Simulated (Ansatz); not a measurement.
# A MoS2/WS2 heterostructure: alignment and tunnelling, part 2 of 5

Wanted: offsets, T(E) and decay with thickness for MoS2/WS2. The lead is MoS2 3R layers and the layer set into it WS2 3R layers, on a common net of side 3.17 Å (+0.0 % and +0.0 % against typed lattice constants near PBE's). Layer spacings come from each crystal relaxed along the normal on that net, and the joins take the mean spacing. The first steps treat the bulk crystals alone. r2SCAN has lattice constants of its own, so the true strain differs.

Ansatz 0.2.0; r2SCAN+D3(BJ) DFT, plane waves, PAW files (the session's first sound run).

So far. Step 3 (The bulk crystal and its band edges, crystal WS2 3R …): The searched edges give 1.15 eV, against 1.16 eV on the mesh.

## 4. Relaxing along the normal, crystal MoS2 3R layers

This step: r2SCAN+D3(BJ) DFT, plane waves, PAW files (Ansatz 0.2.0).

System of this step: MoS2. Symmetry: R3m, No. 160, trigonal system. Conventional cell: a = 3.170 Å, b = 3.170 Å, c = 18.400 Å, α = 90.00°, β = 90.00°, γ = 120.00°. Nearest to S lie 3 Mo at 2.40 Å. Nearest to Mo lie 6 S at 2.40 Å. Nearest to S lie 3 Mo at 2.40 Å. Farther neighbours and most contacts between anions are not listed.

The crystal is held to the common net and relaxed along the normal.

Contents of input.yaml:

```yaml
crystal:
  lattice:
    - [3.17, 0.0, 0.0]
    - [-1.585, 2.74530053, 0.0]
    - [0.0, 0.0, 18.4]
  atoms:
    - { symbol: S, position: [0.3333333333, 0.6666666667, 0.0] }
    - { symbol: Mo, position: [0.0, 0.0, 0.0847826087] }
    - { symbol: S, position: [0.3333333333, 0.6666666667, 0.1695652174] }
    - { symbol: S, position: [0.0, 0.0, 0.3333333333] }
    - { symbol: Mo, position: [0.6666666667, 0.3333333333, 0.418115942] }
    - { symbol: S, position: [0.0, 0.0, 0.5028985507] }
    - { symbol: S, position: [0.6666666667, 0.3333333333, 0.6666666667] }
    - { symbol: Mo, position: [0.3333333333, 0.6666666667, 0.7514492754] }
    - { symbol: S, position: [0.6666666667, 0.3333333333, 0.8362318841] }
kpoints:
  mp_grid: { grid: [8, 8, 2] }
scf:
  occupations: { method: fixed }
  max_iter: 120
hamiltonian:
  xc: r2scan
  dispersion: d3bj
output: {}
relax:
  f_tol: 0.01
  max_steps: 40
  cell: { fix: [a, b, angles] }
```

Started as:

```bash
$ ansatz run input.yaml --threads 4 --pin off --max-ram 10240MiB --backend cpu --events-out ev --progress --plain --runs-dir out
```

Numbers of over 12 decimals in the logs are rounded to 6 here.

The log of the run:

```text
[...]
Crystal: 9 atoms, lattice volume = 160.128 Å³
Basis set: ecut = 500 eV, 4045 PW (Γ), exchange–correlation on 96×96×540 points (64 copies of the dense FFT grid, shifted against one another)
Bands: 48, of which v1, the nominal top of the filled ones, is band 39 counted from 1 (38 counted from 0)
Symmetry: 18 space group operations
[...]
k-points: 20 of 128 (time reversal used)
[...]
SCF iter   1: F=—  HF=-20348.101508 eV  |F-HF|=—  |Δ(HF+E_count)|=         —  Δρ=1.05e-2  dr2=2.39e-1  dr2_τ=1.54e-1  ethr=1.77e-3  ⟨swp⟩=5.7  Hψ=3632  notcnv=0  defer=98
[...]
SCF iter   7: F=-20348.231875 eV  HF=-20348.231875 eV  |F-HF|=6.74e-9  |Δ(HF+E_count)|=   2.95e-7  Δρ=4.47e-6  dr2=3.81e-8  dr2_τ=2.21e-9  ethr=1.28e-10  ⟨swp⟩=5.0  Hψ=3744  notcnv=0
SCF 1 converged in 7 iterations: F = -20348.231875 eV  dr2 = 3.81e-8
[...]
relax step   1: F+E_penalty+E_count = -20348.23187503 eV  Δ(F+E_penalty+E_count) = +0.000e0 eV  max|allowed force component| = 1.603e-1 eV/Å  Δτ_max = 0.0000 Å  P = -0.591 GPa  Ω = 160.128 Å³  fix = [a, b, alpha, beta, gamma]  reactions: a -0.293, b -0.293 GPa  (7 SCF iters, dr2 threshold 1.00e-7 eV, accepted)
Crystal: 9 atoms, lattice volume = 161.300 Å³
Basis set: ecut = 500 eV, 4069 PW (Γ), exchange–correlation on 96×96×540 points (64 copies of the dense FFT grid, shifted against one another)
[...]
SCF iter   6: F=-20348.232913 eV  HF=-20348.232913 eV  |F-HF|=4.75e-8  |Δ(HF+E_count)|=   1.30e-6  Δρ=7.25e-6  dr2=1.40e-7  dr2_τ=8.34e-9  ethr=1.15e-9  ⟨swp⟩=5.1  Hψ=3278  notcnv=0
SCF 2 converged in 6 iterations: F = -20348.232913 eV  dr2 = 1.40e-7
relax step   2: F+E_penalty+E_count = -20348.23291350 eV  Δ(F+E_penalty+E_count) = -1.038e-3 eV  max|allowed force component| = 1.100e-1 eV/Å  Δτ_max = 0.0231 Å  P = +0.462 GPa  Ω = 161.300 Å³  energy of the carried Pulay correction = -2.828e-4 eV  fix = [a, b, alpha, beta, gamma]  reactions: a +0.356, b +0.356 GPa  (6 SCF iters, dr2 threshold 9.00e-7 eV, accepted)
Crystal: 9 atoms, lattice volume = 160.479 Å³
[...]
SCF iter   6: F=-20348.235321 eV  HF=-20348.235321 eV  |F-HF|=1.61e-8  |Δ(HF+E_count)|=   2.47e-7  Δρ=5.94e-6  dr2=9.10e-8  dr2_τ=2.48e-9  ethr=1.15e-9  ⟨swp⟩=4.8  Hψ=3057  notcnv=0
SCF 3 converged in 6 iterations: F = -20348.235321 eV  dr2 = 9.10e-8
relax step   3: F+E_penalty+E_count = -20348.23532059 eV  Δ(F+E_penalty+E_count) = -2.407e-3 eV  max|allowed force component| = 1.628e-3 eV/Å  Δτ_max = 0.0125 Å  P = +0.074 GPa  Ω = 160.479 Å³  energy of the carried Pulay correction = -8.497e-5 eV  fix = [a, b, alpha, beta, gamma]  reactions: a +0.111, b +0.111 GPa  (6 SCF iters, dr2 threshold 9.00e-7 eV, accepted)
[...]
SCF iter   5: F=-20348.235411 eV  HF=-20348.235411 eV  |F-HF|=2.66e-10  |Δ(HF+E_count)|=   1.51e-8  Δρ=2.03e-7  dr2=3.27e-11  dr2_τ=2.09e-11  ethr=1.00e-12  ⟨swp⟩=3.1  Hψ=3877  notcnv=0
SCF 4 converged in 5 iterations: F = -20348.235411 eV  dr2 = 3.27e-11
relax step   4: F+E_penalty+E_count = -20348.23541091 eV  Δ(F+E_penalty+E_count) = -9.033e-5 eV  max|allowed force component| = 1.593e-3 eV/Å  Δτ_max = 0.0000 Å  P = +0.073 GPa  Ω = 160.479 Å³  fix = [a, b, alpha, beta, gamma]  reactions: a +0.111, b +0.111 GPa  stress off target by 1.75e-3 GPa on what of the cell is left free  SCF on the basis re-selected at this cell (its energy is not comparable with the rows above)  (5 SCF iters)
[...]
SCF converged after 5 iterations
Free energy (F): -20348.235411 eV
[...]
Internal energy: -20348.235411 eV  (E = F + TS)
E sigma→0 (E₀):  -20348.235411 eV
Fermi energy:    10.885267 eV
[...]
--- Forces (eV/Å), atoms counted from 1 ---
  atom   1  S      0.00000000     0.00000000     0.00158880
  atom   2  Mo    -0.00000000     0.00000000    -0.00119622
  atom   3  S     -0.00000000     0.00000000    -0.00040590
  atom   4  S      0.00000000     0.00000000     0.00158880
  atom   5  Mo     0.00000000     0.00000000    -0.00119622
  atom   6  S      0.00000000     0.00000000    -0.00040590
  atom   7  S      0.00000000     0.00000000     0.00158880
  atom   8  Mo     0.00000000     0.00000000    -0.00119622
  atom   9  S      0.00000000     0.00000000    -0.00040590
  max |Σ_I F_I| component: 4.00e-5 eV/Å
--- Stress (GPa, compression-positive) ---
        0.111062       0.000000      -0.000000
        0.000000       0.111062      -0.000000
       -0.000000      -0.000000      -0.001746
  P = ⅓ Tr σ = 0.0735 GPa (0.735 kbar)
--- Relaxed structure (3 steps of the walk, 3 accepted, 1 SCFs on fresh bases) ---
[...]
cell:  # Å, volume = 160.4791 Å³
    - [3.170000, 0, 0]
    - [-1.585000, 2.745301, 0]
    - [0, 0, 18.440354]
  atoms:
    - { symbol: S, position: [0.333333, 0.666667, 0.000576619] }
    - { symbol: Mo, position: [0, 0, 0.084767] }
    - { symbol: S, position: [0.333333, 0.666667, 0.169004] }
    - { symbol: S, position: [0, 0, 0.333910] }
    - { symbol: Mo, position: [0.666667, 0.333333, 0.418100] }
    - { symbol: S, position: [0, 0, 0.502338] }
    - { symbol: S, position: [0.666667, 0.333333, 0.667243] }
    - { symbol: Mo, position: [0.333333, 0.666667, 0.751434] }
    - { symbol: S, position: [0.666667, 0.333333, 0.835671] }
```

Run time: 7.4 s. Hardware: 4 threads of AMD EPYC 9R45, shared host; peak memory 0.87 GiB.

Relaxation path:

| step | energy less that of the first step (eV) | largest force component (eV/Å) | pressure (GPa) | volume (Å³) |
| --- | --- | --- | --- | --- |
| 1 | 0.0000 | 0.1603 | -0.59 | 160.13 |
| 2 | -0.0010 | 0.1100 | 0.46 | 161.30 |
| 3 | -0.0034 | 0.0016 | 0.07 | 160.48 |
| 4* | -0.0035 | 0.0016 | 0.07 | 160.48 |

Relaxation steps marked * repeat the geometry before them on a plane-wave basis chosen anew for their cell, so energy and pressure can jump there.

The run keeps the 18 symmetry operations that it works with, so distortions that break them were not tested.

| conventional cell, symmetrised | before | after | change |
| --- | --- | --- | --- |
| a (Å) | 3.170 | 3.170 | +0.0 % |
| b (Å) | 3.170 | 3.170 | +0.0 % |
| c (Å) | 18.400 | 18.440 | +0.2 % |
| volume (Å³/atom) | 17.79 | 17.83 | +0.2 % |

The atoms that moved most (Å, as changes of fractional coordinates times the final cell):

| atom | dx | dy | dz | length |
| --- | --- | --- | --- | --- |
| S7 | 0.000 | 0.000 | 0.011 | 0.011 |
| S4 | 0.000 | 0.000 | 0.011 | 0.011 |
| S1 | 0.000 | 0.000 | 0.011 | 0.011 |
| S6 | 0.000 | 0.000 | -0.010 | 0.010 |
| S3 | 0.000 | 0.000 | -0.010 | 0.010 |
| S9 | 0.000 | 0.000 | -0.010 | 0.010 |

This step gave:

```yaml
free_energy: -20348.2354 eV
fermi_energy: 10.89 eV
pressure: 0.07346 GPa
```

The relaxation ends with a largest force component of 0.0016 eV/Å.

## 5. Band edges, crystal MoS2 3R layers

This step: r2SCAN DFT, plane waves, PAW files (Ansatz 0.2.0).

The band edges of the next crystal.

Contents of input.yaml:

```yaml
crystal:
  lattice:
    - [3.17, 0.0, 0.0]
    - [-1.585, 2.74530053, 0.0]
    - [0.0, 0.0, 18.4403535745]
  atoms:
    - { symbol: S, position: [0.3333333333, 0.6666666667, 0.0005766191] }
    - { symbol: Mo, position: [0.0, 0.0, 0.0847668739] }
    - { symbol: S, position: [0.3333333333, 0.6666666667, 0.1690043331] }
    - { symbol: S, position: [0.0, 0.0, 0.3339099525] }
    - { symbol: Mo, position: [0.6666666667, 0.3333333333, 0.4181002072] }
    - { symbol: S, position: [0.0, 0.0, 0.5023376664] }
    - { symbol: S, position: [0.6666666667, 0.3333333333, 0.6672432858] }
    - { symbol: Mo, position: [0.3333333333, 0.6666666667, 0.7514335406] }
    - { symbol: S, position: [0.6666666667, 0.3333333333, 0.8356709997] }
kpoints:
  mp_grid: { grid: [12, 12, 2] }
  band_path: { path: [VBM, CBM], npoints: 24 }
scf:
  occupations: { method: fixed }
  max_iter: 120
hamiltonian:
  xc: r2scan
output:
  eigenvalues: true
checkpoint:
  write: MoS2.run
  compress: false
  write_wavefunctions: false
```

The log of the run:

```text
[...]
Crystal: 9 atoms, lattice volume = 160.479 Å³
Basis set: ecut = 500 eV, 4045 PW (Γ), exchange–correlation on 96×96×540 points (64 copies of the dense FFT grid, shifted against one another)
Bands: 48, of which v1, the nominal top of the filled ones, is band 39 counted from 1 (38 counted from 0)
Symmetry: 18 space group operations
[...]
k-points: 38 of 288 (time reversal used)
[...]
SCF iter   1: F=—  HF=-20346.294066 eV  |F-HF|=—  |Δ(HF+E_count)|=         —  Δρ=1.04e-2  dr2=2.28e-1  dr2_τ=1.55e-1  ethr=1.77e-3  ⟨swp⟩=5.7  Hψ=6888  notcnv=0  defer=189
[...]
SCF iter   7: F=-20346.425804 eV  HF=-20346.425804 eV  |F-HF|=2.15e-10  |Δ(HF+E_count)|=   3.01e-7  Δρ=4.49e-6  dr2=4.17e-8  dr2_τ=2.93e-9  ethr=1.28e-10  ⟨swp⟩=9.4  Hψ=7085  notcnv=0
SCF 1 converged in 7 iterations: F = -20346.425804 eV  dr2 = 4.17e-8
[...]
SCF converged after 7 iterations
Free energy (F): -20346.425804 eV
[...]
Internal energy: -20346.425804 eV  (E = F + TS)
E sigma→0 (E₀):  -20346.425804 eV
Fermi energy:    10.885355 eV
[...]
--- Band table (eV; the first three rows and the last of 38) ---
  k-point 0: bands = [... 35 lower, 9.5451, 9.6803, 10.7543, 10.7543, 13.0260, 13.0260, 13.0922, 13.0922, ... 5 higher]
  k-point 1: bands = [... 35 lower, 8.6567, 10.3385, 10.3385, 10.8854, 13.0452, 13.0452, 13.0452, 13.0452, ... 5 higher]
  k-point 2: bands = [... 35 lower, 9.6684, 9.7049, 10.5795, 10.5845, 12.9608, 12.9750, 12.9958, 13.0826, ... 5 higher]
  k-point 37: bands = [... 35 lower, 7.8437, 10.0915, 10.0915, 10.0915, 11.8970, 11.8970, 11.8970, 13.2953, ... 5 higher]
```

Wall time 13 s (4 threads); peak memory 0.92 GiB; 52 s of CPU time.

This step gave:

| Item | Value |
| --- | --- |
| free energy | -20346.4258 eV |
| gap on the k-mesh | 1.012 eV |
| gap on path | 1.007 eV, by band count; negative where bands overlap |
| edge places on path | 0, 0.7374 1/A along the path |

The electronic bands at the labelled points (eV, zero at the Fermi level (highest filled level under fixed occupations); v1 is the highest filled band, c1 the lowest empty one):

| point | v4 | v3 | v2 | v1 | c1 | c2 | c3 | c4 |
| --- | --- | --- | --- | --- | --- | --- | --- | --- |
| VBM | -2.23 | -0.55 | -0.55 | 0.00 | 2.16 | 2.16 | 2.16 | 2.16 |
| halfway | -1.46 | -1.02 | -0.79 | -0.71 | 1.65 | 1.79 | 1.88 | 1.98 |
| CBM | -1.80 | -1.64 | -1.64 | -1.60 | 1.01 | 1.50 | 1.50 | 1.90 |

The searched edges give 1.01 eV, against 1.01 eV on the mesh.

(Continued in part 3 of 5.)

[Logs are printed without paths, hosts, clocks, repeated set-up lines and the standing remarks that a program may print on its own settings, such as how far it seeks lower states.]

[Hosts, paths, dates, database ids (printed as entryN), source tags and the programs' standing remarks are cut or masked in the printed files.]
